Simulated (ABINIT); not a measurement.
# Beyond one shot: SrCl2 (Fm-3m), part 2 of 3

Wanted: G0W0 and self-consistent gaps of SrCl2 (Fm-3m), with the cost of the cycles.

ABINIT 10.8.3; PBE and many-body steps on it, plane waves. Known limits of the many-body steps: not at the basis limit; no spin-orbit coupling; coarse k mesh.

So far. Step 5 (evGW0, cycle 1): Against G0W0 in ABINIT (2×2×2 mesh, 68 bands, screening to 106.1 eV, Godby-Needs plasmon pole), the gap moves by +0.370 eV. This first cycle still uses the starting levels; it takes the full correction, at all points of the mesh, and its linearised value is 7.244 eV. Step 6 (evGW0, cycle 2): Against the cycle before, the gap moves by −0.126 eV.

## (7) evGW0, cycle 3

Level of this step: evGW0 on PBE, plane waves, norm-conserving pseudopotentials (ABINIT).

File run.abi:

```
acell 3*1.0 Angstrom
rprim 
  -0.000000000000 3.488350000000 3.488350000000
  3.488350000000 -0.000000000000 3.488350000000
  3.488350000000 3.488350000000 -0.000000000000
ntypat 2
znucl 38 17
natom 3
typat 1 2 2
xred 
  0.000000000000 0.000000000000 0.000000000000
  0.250000000000 0.250000000000 0.250000000000
  0.750000000000 0.750000000000 0.750000000000
pp_dirpath "pseudos"
pseudos "Sr.upf, Cl.upf"
ecut 28
ngkpt 2 2 2
nshiftk 1
shiftk 0 0 0
kptopt 1
chksymbreak 0
istwfk *1
occopt 1
irdwfk 1
optdriver 4
nband 68
gwcalctyp 10
ecutsigx 28
symsigma 1
nkptgw 3
kptgw 
  0.0000000000 0.0000000000 0.0000000000
  0.5000000000 0.0000000000 0.0000000000
  0.5000000000 0.5000000000 0.0000000000
bdgw 
  7 18
  7 18
  7 18
ecuteps 3.9
irdscr 1
ppmodel 1
irdqps 1
indata_prefix "in"
outdata_prefix "out"
tmpdata_prefix "tmp"
```

Run with:

```bash
OMP_NUM_THREADS=1 mpirun -n 4 abinit run.abi > log
```

Output:

```text
.Version 10.8.3 of ABINIT. v10.8.2 released Aug 2026.

 Symmetries : space group Fm -3 m (#225); Bravais cF (face-center cubic)
[... echo of the input left out ...]
== DATASET  1 ==================================================================
-   mpi_nproc: 4, omp_nthreads: 1 (-1 if OMP is not activated)

--- !DatasetInfo
iteration_state: {dtset: 1, }
dimensions: {natom: 3, nkpt: 3, mband: 68, nsppol: 1, nspinor: 1, nspden: 1, mpw: 4088, }
cutoff_energies: {ecut:  28.0, pawecutdg:  -1.0, }
[...]
Convergence of QP corrections
 >>>>> For spin  1 <<<<<
.  kptgw no:  1; Maximum DeltaE = (  -0.002  -0.000) for band index: 11
.  kptgw no:  2; Maximum DeltaE = (  -0.004   0.000) for band index: 11
.  kptgw no:  3; Maximum DeltaE = (  -0.001   0.000) for band index: 12

== END DATASET(S) ==============================================================
================================================================================

 -outvars: echo values of variables after computation  --------
           etotal      0.0000000000E+00
            nband          68
             nkpt           3
          spgroup         225
 [... the other variables as echoed above ...]

 Calculation completed.
```

The job ended after 6.2 s (4 MPI ranks of Arm Neoverse V2, shared host; peak memory 0.76 GiB).

Numbers from this step:

```
quasiparticle gap on the points computed              : 7.493 eV
gap of the density functional on the mesh             : 5.343 eV
k of the valence top                                  : 0.5, 0.5, 0
k of the conduction bottom                            : 0, 0, 0
least direct quasiparticle gap on the computed points : 7.899 eV
```

Against the cycle before, the gap moves by +0.005 eV.

## (8) Screening, 2×2×2 mesh, 68 bands, screening to 106.1 eV

This step: RPA screening on PBE, plane waves, norm-conserving pseudopotentials.

run.abi: that of step 7 with these lines changed.

```diff
@@ -24,20 +24,13 @@
 irdwfk 1
-optdriver 4
+optdriver 3
 nband 68
+ecuteps 3.9
+inclvkb 2
+awtr 1
+symchi 1
 gwcalctyp 10
-ecutsigx 28
-symsigma 1
-nkptgw 3
-kptgw 
-  0.0000000000 0.0000000000 0.0000000000
-  0.5000000000 0.0000000000 0.0000000000
-  0.5000000000 0.5000000000 0.0000000000
-bdgw 
-  7 18
-  7 18
-  7 18
-ecuteps 3.9
-irdscr 1
-ppmodel 1
-irdqps 1
+mbpt_sciss 2.712 eV
+nqptdm 1
+qptdm 
+  0 0 0
 indata_prefix "in"
```

Output:

```text
.Version 10.8.3 of ABINIT. v10.8.2 released Aug 2026.

 Symmetries : space group Fm -3 m (#225); Bravais cF (face-center cubic)
[... echo of the input left out ...]
== DATASET  1 ==================================================================
-   mpi_nproc: 4, omp_nthreads: 1 (-1 if OMP is not activated)

--- !DatasetInfo
iteration_state: {dtset: 1, }
dimensions: {natom: 3, nkpt: 3, mband: 68, nsppol: 1, nspinor: 1, nspden: 1, mpw: 4088, }
cutoff_energies: {ecut:  28.0, pawecutdg:  -1.0, }
electrons: {nelect:   2.40000000E+01, charge:   0.00000000E+00, occopt:   1.00000000E+00, tsmear:   1.00000000E-02, }

 SCREENING: Calculation of the susceptibility and dielectric matrices

 Based on a program developped by R.W. Godby, V. Olevano, G. Onida, and L. Reining.
 Incorporated in ABINIT by V. Olevano, G.-M. Rignanese, and M. Torrent.
.Using double precision arithmetic ; gwpc =  8

[... cell and pseudopotentials left out ...]
--------------------------------------------------------------------------------

 ==== K-mesh for the wavefunctions ====
 Number of points in the irreducible wedge :     3
[... list of points left out ...]
 Together with 48 symmetry operations and time-reversal symmetry
 yields     8 points in the full Brillouin Zone.

 ==== Q-mesh for the screening function ====
 Number of points in the irreducible wedge :     3
[... list of points left out ...]
 Together with 48 symmetry operations and time-reversal symmetry
 yields     8 points in the full Brillouin Zone.

 setmesh: FFT mesh size selected  =    32x   32x   32
          total number of points  =        32768

 vcoul_init : cutoff-mode = AUXILIARY_FUNCTION
 q-points for optical limit:   1
     1)      0.000010    0.000020    0.000030

 Dielectric matrix will be calculated only for some
 selected q points provided by the user through the input variables
 nqptdm and qptdm

- screening: taking advantage of time-reversal symmetry
- Maximum band index for partially occupied states nbvw = 12
- Remaining bands to be divided among processors   nbcw = 56
- Number of bands treated by each node ~14

 rdqps: reading QP wavefunctions of the previous step
        looking for file in_QPS
 file not found, 1st iteration initialized with KS eigenelements

 screening : performing a first self-consistency
 update of the energies in W by a scissor operator
 applying a scissor operator of [eV] :   2.712

 Number of electrons calculated from density =   24.0000; Expected =   24.0000
 average of density, n =  0.041891
 r_s =    1.7862
 omega_plasma =   19.7432 [eV]

 calculating chi0 at frequencies [eV] :
  1    0.000000E+00    0.000000E+00
  2    0.000000E+00    1.974321E+01

--------------------------------------------------------------------------------
  q-point number  1        q = ( 0.000000, 0.000000, 0.000000) [r.l.u.]
--------------------------------------------------------------------------------
[... chi0 elements left out ...]
 For q-point:  0.000010 0.000020 0.000030
  dielectric constant =   2.5025
  dielectric constant without local fields =   2.8635

  Average fulfillment of the sum rule on Im[epsilon] for q-point    1 :     68.36  [%]
[... wings left out ...]
== END DATASET(S) ==============================================================
================================================================================

 -outvars: echo values of variables after computation  --------
           etotal      0.0000000000E+00
            nband          68
             nkpt           3
          spgroup         225
 [... the other variables as echoed above ...]

 Calculation completed.
```

Run time: 3 s. Hardware: 4 MPI ranks; peak memory 0.14 GiB; 11 s of CPU time.

This step gave:

- ε∞ with local fields, on this mesh, along the program's q direction: 2.502
- the same without local fields: 2.864
- plasma frequency: 19.74 eV
- plane waves in the screening matrix: 181

This screening uses the functional's bands under a rigid shift, the mean opening of the cycle before.

## (9) Screening, 2×2×2 mesh, 68 bands, screening to 106.1 eV

This step: RPA screening on PBE from quasiparticle energies, plane waves, norm-conserving pseudopotentials.

run.abi: that of step 8 with these lines changed.

```diff
@@ -30,7 +30,8 @@
 symchi 1
+irdqps 1
 gwcalctyp 10
-mbpt_sciss 2.712 eV
-nqptdm 1
+nqptdm 2
 qptdm 
-  0 0 0
+  0.5000000000 0.0000000000 0.0000000000
+  0.5000000000 0.5000000000 0.0000000000
 indata_prefix "in"
```

File mrgscr.stdin:

```
2
merged
q0_SCR
out_SCR
1
```

Run with:

```bash
OMP_NUM_THREADS=1 mpirun -n 4 abinit run.abi > log; mrgscr < mrgscr.stdin
```

Output:

```text
.Version 10.8.3 of ABINIT. v10.8.2 released Aug 2026.

 Symmetries : space group Fm -3 m (#225); Bravais cF (face-center cubic)
[... echo of the input left out ...]
== DATASET  1 ==================================================================
-   mpi_nproc: 4, omp_nthreads: 1 (-1 if OMP is not activated)

--- !DatasetInfo
iteration_state: {dtset: 1, }
dimensions: {natom: 3, nkpt: 3, mband: 68, nsppol: 1, nspinor: 1, nspden: 1, mpw: 4088, }
cutoff_energies: {ecut:  28.0, pawecutdg:  -1.0, }
[...]
q-point number  2        q = ( 0.500000, 0.500000, 0.000000) [r.l.u.]
--------------------------------------------------------------------------------
[... chi0 elements left out ...]
  Average fulfillment of the sum rule on Im[epsilon] for q-point    3 :     73.46  [%]

== END DATASET(S) ==============================================================
================================================================================

 -outvars: echo values of variables after computation  --------
           etotal      0.0000000000E+00
            nband          68
             nkpt           3
          spgroup         225
 [... the other variables as echoed above ...]

 Calculation completed.
```

It took 2.4 s on 4 MPI ranks; peak memory 0.13 GiB.

Numbers from this step:

```yaml
plasma_frequency: 19.74 eV
plane_waves_in_the_screening_matrix: 181
```

This screening reads the quasiparticle levels of the cycle before.

## (10) evGW, cycle 1

This step: evGW on PBE, plane waves, norm-conserving pseudopotentials.

run.abi: that of step 9 with these lines changed.

```diff
@@ -24,14 +24,20 @@
 irdwfk 1
-optdriver 3
+optdriver 4
 nband 68
-ecuteps 3.9
-inclvkb 2
-awtr 1
-symchi 1
-irdqps 1
 gwcalctyp 10
-nqptdm 2
-qptdm 
+ecutsigx 28
+symsigma 1
+nkptgw 3
+kptgw 
+  0.0000000000 0.0000000000 0.0000000000
   0.5000000000 0.0000000000 0.0000000000
   0.5000000000 0.5000000000 0.0000000000
+bdgw 
+  7 18
+  7 18
+  7 18
+ecuteps 3.9
+irdscr 1
+ppmodel 1
+irdqps 1
 indata_prefix "in"
```

Run with:

```bash
OMP_NUM_THREADS=1 mpirun -n 4 abinit run.abi > log
```

Output:

```text
.Version 10.8.3 of ABINIT. v10.8.2 released Aug 2026.

 Symmetries : space group Fm -3 m (#225); Bravais cF (face-center cubic)
[... echo of the input left out ...]
== DATASET  1 ==================================================================
-   mpi_nproc: 4, omp_nthreads: 1 (-1 if OMP is not activated)

--- !DatasetInfo
iteration_state: {dtset: 1, }
dimensions: {natom: 3, nkpt: 3, mband: 68, nsppol: 1, nspinor: 1, nspden: 1, mpw: 4088, }
cutoff_energies: {ecut:  28.0, pawecutdg:  -1.0, }
[...]
Convergence of QP corrections
 >>>>> For spin  1 <<<<<
.  kptgw no:  1; Maximum DeltaE = (   0.000   0.000) for band index:  1
.  kptgw no:  2; Maximum DeltaE = (  -0.210  -0.000) for band index: 11
.  kptgw no:  3; Maximum DeltaE = (   0.185   0.000) for band index:  1

== END DATASET(S) ==============================================================
================================================================================

 -outvars: echo values of variables after computation  --------
           etotal      0.0000000000E+00
            nband          68
             nkpt           3
          spgroup         225
 [... the other variables as echoed above ...]

 Calculation completed.
```

Run time: 6.2 s. Hardware: 4 MPI ranks; peak memory 0.76 GiB; 25 s of CPU time.

This step gave:

```
quasiparticle gap on the points computed              : 7.924 eV
gap of the density functional on the mesh             : 5.343 eV
k of the valence top                                  : 0.5, 0.5, 0
k of the conduction bottom                            : 0, 0, 0
least direct quasiparticle gap on the computed points : 8.335 eV
```

Against G0W0 in ABINIT (2×2×2 mesh, 68 bands, screening to 106.1 eV, Godby-Needs plasmon pole), the gap moves by +0.680 eV.

## (11) Screening, 2×2×2 mesh, 68 bands, screening to 106.1 eV

This step: RPA screening on PBE, plane waves, norm-conserving pseudopotentials.

run.abi: that of step 10 with these lines changed.

```diff
@@ -24,20 +24,13 @@
 irdwfk 1
-optdriver 4
+optdriver 3
 nband 68
+ecuteps 3.9
+inclvkb 2
+awtr 1
+symchi 1
 gwcalctyp 10
-ecutsigx 28
-symsigma 1
-nkptgw 3
-kptgw 
-  0.0000000000 0.0000000000 0.0000000000
-  0.5000000000 0.0000000000 0.0000000000
-  0.5000000000 0.5000000000 0.0000000000
-bdgw 
-  7 18
-  7 18
-  7 18
-ecuteps 3.9
-irdscr 1
-ppmodel 1
-irdqps 1
+mbpt_sciss 3.157 eV
+nqptdm 1
+qptdm 
+  0 0 0
 indata_prefix "in"
```

Output:

```text
.Version 10.8.3 of ABINIT. v10.8.2 released Aug 2026.

 Symmetries : space group Fm -3 m (#225); Bravais cF (face-center cubic)
[... echo of the input left out ...]
== DATASET  1 ==================================================================
-   mpi_nproc: 4, omp_nthreads: 1 (-1 if OMP is not activated)

--- !DatasetInfo
iteration_state: {dtset: 1, }
dimensions: {natom: 3, nkpt: 3, mband: 68, nsppol: 1, nspinor: 1, nspden: 1, mpw: 4088, }
cutoff_energies: {ecut:  28.0, pawecutdg:  -1.0, }
[...]
[... chi0 elements left out ...]
 For q-point:  0.000010 0.000020 0.000030
  dielectric constant =   2.4549
  dielectric constant without local fields =   2.7991

  Average fulfillment of the sum rule on Im[epsilon] for q-point    1 :     69.54  [%]
[... wings left out ...]
== END DATASET(S) ==============================================================
================================================================================

 -outvars: echo values of variables after computation  --------
           etotal      0.0000000000E+00
            nband          68
             nkpt           3
          spgroup         225
 [... the other variables as echoed above ...]

 Calculation completed.
```

Wall time 3.1 s (4 MPI ranks); peak memory 0.24 GiB; 12 s of CPU time.

Numbers from this step:

- ε∞ with local fields, on this mesh, along the program's q direction: 2.455
- the same without local fields: 2.799
- plasma frequency: 19.74 eV
- plane waves in the screening matrix: 181

This screening uses the functional's bands under a rigid shift, the mean opening of the cycle before.

## (12) Screening, 2×2×2 mesh, 68 bands, screening to 106.1 eV

This step: RPA screening on PBE from quasiparticle energies, plane waves, norm-conserving pseudopotentials.

run.abi: that of step 11 with these lines changed.

```diff
@@ -30,7 +30,8 @@
 symchi 1
+irdqps 1
 gwcalctyp 10
-mbpt_sciss 3.157 eV
-nqptdm 1
+nqptdm 2
 qptdm 
-  0 0 0
+  0.5000000000 0.0000000000 0.0000000000
+  0.5000000000 0.5000000000 0.0000000000
 indata_prefix "in"
```

mrgscr.stdin is that of step 9.

Run with:

```bash
OMP_NUM_THREADS=1 mpirun -n 4 abinit run.abi > log; mrgscr < mrgscr.stdin
```

Output:

```text
.Version 10.8.3 of ABINIT. v10.8.2 released Aug 2026.

 Symmetries : space group Fm -3 m (#225); Bravais cF (face-center cubic)
[... echo of the input left out ...]
== DATASET  1 ==================================================================
-   mpi_nproc: 4, omp_nthreads: 1 (-1 if OMP is not activated)

--- !DatasetInfo
iteration_state: {dtset: 1, }
dimensions: {natom: 3, nkpt: 3, mband: 68, nsppol: 1, nspinor: 1, nspden: 1, mpw: 4088, }
cutoff_energies: {ecut:  28.0, pawecutdg:  -1.0, }
[...]
q-point number  2        q = ( 0.500000, 0.500000, 0.000000) [r.l.u.]
--------------------------------------------------------------------------------
[... chi0 elements left out ...]
  Average fulfillment of the sum rule on Im[epsilon] for q-point    3 :     74.29  [%]

== END DATASET(S) ==============================================================
================================================================================

 -outvars: echo values of variables after computation  --------
           etotal      0.0000000000E+00
            nband          68
             nkpt           3
          spgroup         225
 [... the other variables as echoed above ...]

 Calculation completed.
```

Wall time 2.4 s (4 MPI ranks); peak memory 0.13 GiB; 9.3 s of CPU time.

This step gave:

```
plasma frequency                    : 19.74 eV
plane waves in the screening matrix : 181
```

This screening reads the quasiparticle levels of the cycle before.

## (13) evGW, cycle 2

This step: evGW on PBE, plane waves, norm-conserving pseudopotentials.

run.abi: that of step 12 with these lines changed.

```diff
@@ -24,14 +24,20 @@
 irdwfk 1
-optdriver 3
+optdriver 4
 nband 68
-ecuteps 3.9
-inclvkb 2
-awtr 1
-symchi 1
-irdqps 1
 gwcalctyp 10
-nqptdm 2
-qptdm 
+ecutsigx 28
+symsigma 1
+nkptgw 3
+kptgw 
+  0.0000000000 0.0000000000 0.0000000000
   0.5000000000 0.0000000000 0.0000000000
   0.5000000000 0.5000000000 0.0000000000
+bdgw 
+  7 18
+  7 18
+  7 18
+ecuteps 3.9
+irdscr 1
+ppmodel 1
+irdqps 1
 indata_prefix "in"
```

Run with:

```bash
OMP_NUM_THREADS=1 mpirun -n 4 abinit run.abi > log
```

Output:

```text
.Version 10.8.3 of ABINIT. v10.8.2 released Aug 2026.

 Symmetries : space group Fm -3 m (#225); Bravais cF (face-center cubic)
[... echo of the input left out ...]
== DATASET  1 ==================================================================
-   mpi_nproc: 4, omp_nthreads: 1 (-1 if OMP is not activated)

--- !DatasetInfo
iteration_state: {dtset: 1, }
dimensions: {natom: 3, nkpt: 3, mband: 68, nsppol: 1, nspinor: 1, nspden: 1, mpw: 4088, }
cutoff_energies: {ecut:  28.0, pawecutdg:  -1.0, }
[...]
Convergence of QP corrections
 >>>>> For spin  1 <<<<<
.  kptgw no:  1; Maximum DeltaE = (   0.000   0.000) for band index:  4
.  kptgw no:  2; Maximum DeltaE = (   0.011  -0.000) for band index:  5
.  kptgw no:  3; Maximum DeltaE = (  -0.018   0.000) for band index:  9

== END DATASET(S) ==============================================================
================================================================================

 -outvars: echo values of variables after computation  --------
           etotal      0.0000000000E+00
            nband          68
             nkpt           3
          spgroup         225
 [... the other variables as echoed above ...]

 Calculation completed.
```

The job ended after 6.2 s (4 MPI ranks; peak memory 0.76 GiB).

This step gave:

- quasiparticle gap on the points computed: 7.961 eV
- gap of the density functional on the mesh: 5.343 eV
- k of the valence top: 0.5, 0.5, 0
- k of the conduction bottom: 0, 0, 0
- least direct quasiparticle gap on the computed points: 8.372 eV

Against the cycle before, the gap moves by +0.037 eV.

## (14) Screening, 2×2×2 mesh, 68 bands, screening to 106.1 eV

This step: RPA screening on PBE, plane waves, norm-conserving pseudopotentials.

run.abi: that of step 13 with these lines changed.

```diff
@@ -24,20 +24,13 @@
 irdwfk 1
-optdriver 4
+optdriver 3
 nband 68
+ecuteps 3.9
+inclvkb 2
+awtr 1
+symchi 1
 gwcalctyp 10
-ecutsigx 28
-symsigma 1
-nkptgw 3
-kptgw 
-  0.0000000000 0.0000000000 0.0000000000
-  0.5000000000 0.0000000000 0.0000000000
-  0.5000000000 0.5000000000 0.0000000000
-bdgw 
-  7 18
-  7 18
-  7 18
-ecuteps 3.9
-irdscr 1
-ppmodel 1
-irdqps 1
+mbpt_sciss 3.195 eV
+nqptdm 1
+qptdm 
+  0 0 0
 indata_prefix "in"
```

Output:

```text
.Version 10.8.3 of ABINIT. v10.8.2 released Aug 2026.

 Symmetries : space group Fm -3 m (#225); Bravais cF (face-center cubic)
[... echo of the input left out ...]
== DATASET  1 ==================================================================
-   mpi_nproc: 4, omp_nthreads: 1 (-1 if OMP is not activated)

--- !DatasetInfo
iteration_state: {dtset: 1, }
dimensions: {natom: 3, nkpt: 3, mband: 68, nsppol: 1, nspinor: 1, nspden: 1, mpw: 4088, }
cutoff_energies: {ecut:  28.0, pawecutdg:  -1.0, }
[...]
[... chi0 elements left out ...]
 For q-point:  0.000010 0.000020 0.000030
  dielectric constant =   2.4510
  dielectric constant without local fields =   2.7938

  Average fulfillment of the sum rule on Im[epsilon] for q-point    1 :     69.64  [%]
[... wings left out ...]
== END DATASET(S) ==============================================================
================================================================================

 -outvars: echo values of variables after computation  --------
           etotal      0.0000000000E+00
            nband          68
             nkpt           3
          spgroup         225
 [... the other variables as echoed above ...]

 Calculation completed.
```

The job ended after 3 s (4 MPI ranks; peak memory 0.14 GiB).

Numbers from this step:

```
ε∞ with local fields, on this mesh, along the program's q direction : 2.451
the same without local fields                                       : 2.794
plasma frequency                                                    : 19.74 eV
plane waves in the screening matrix                                 : 181
```

This screening uses the functional's bands under a rigid shift, the mean opening of the cycle before.

[end of part 2 of 3]

[Paths, hosts, dates, memory and timing lines, banners, echoed tables and standing remarks are left out of the program output.]

[Logs are printed without paths, hosts, clocks, repeated set-up lines and the standing remarks that a program may print on its own settings, such as how far it seeks lower states.]

[Runs of the session that timed out or met a known fault of the program may be left out.]

[No measured gap is set beside runs whose start may be inverted or whose files or cutoffs have a known fault.]

[Loops that did not settle are left out.]

[Hosts, paths, dates, database ids (printed as entryN), source tags and the programs' standing remarks are cut or masked in the printed files.]

[G0W0 gaps are taken among the corrected bands and points alone; a level outside them can change the order at an edge.]

[Where Ansatz stands beside ABINIT at settings called matched, ABINIT's density can come from a denser mesh and the files from another edition; pairs whose starting gaps differed by over 0.03 eV were left out, so agreement reads better than it is.]
